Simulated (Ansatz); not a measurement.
**What do other settings change for Ge(110) slab, H on the bottom face, stepped (75 atoms)?**

The cell holds 75 atoms: 45 Ge and 30 H. Its edges and angles: a = 20.004 Å, b = 16.974 Å, c = 13.250 Å, α = 90.0°, β = 90.0°, γ = 90.0°. It derives from Ge (diamond-structure). Diamond-structure Ge (a = 5.658 Å), (110) slab of 2 atomic planes, 5 x 3 surface cells, H on the broken bonds of the bottom face, 10 Å of vacuum; the top repeat layer removed from part of the cell (two steps); displaced by a Gaussian of 0.02 Å. Regions: slab, 45 atoms (45 Ge); hydrogen, 30 atoms (30 H). Vacuum lies along c.

Geometry: as built.

Reference run: Kohn-Sham DFT, PBE, PAW (set soft_2), plane waves (Ansatz 0.2.0), cutoff 420 eV, Γ point, fermi-dirac smearing of 0.025 eV.

```
r.m.s. force component                           : 0.4801 eV/Å
spacing of highest filled and lowest empty level : 0.012 eV
SCF cycles                                       : 13
time                                             : 85 s on 4 threads of Arm Neoverse V1, shared host
```

Variants, in no order:
A. support functions medium, spacing 0.411 Å
B. support functions medium, spacing 0.297 Å
C. support functions medium, spacing 0.263 Å

Q: Order the variants from the smallest to the largest r.m.s. change of the forces.

C, B, A.

```csv
variant,"Δ force, r.m.s. (meV/Å)",share of r.m.s. force (%)
"C. support functions medium, spacing 0.263 Å",1.45,0.302
"B. support functions medium, spacing 0.297 Å",5.06,1.05
"A. support functions medium, spacing 0.411 Å",212,44.2
```

The slab bears a dipole and has periodic images along its normal, so a spurious field crosses the vacuum. The main run has no spin polarisation, so any moments at edges, vacancies or dangling bonds can't form in it.

[Logs are printed without paths, hosts, clocks, repeated set-up lines and the standing remarks that a program may print on its own settings, such as how far it seeks lower states.]

[Hosts, paths, dates, database ids (printed as entryN), source tags and the programs' standing remarks are cut or masked in the printed files.]
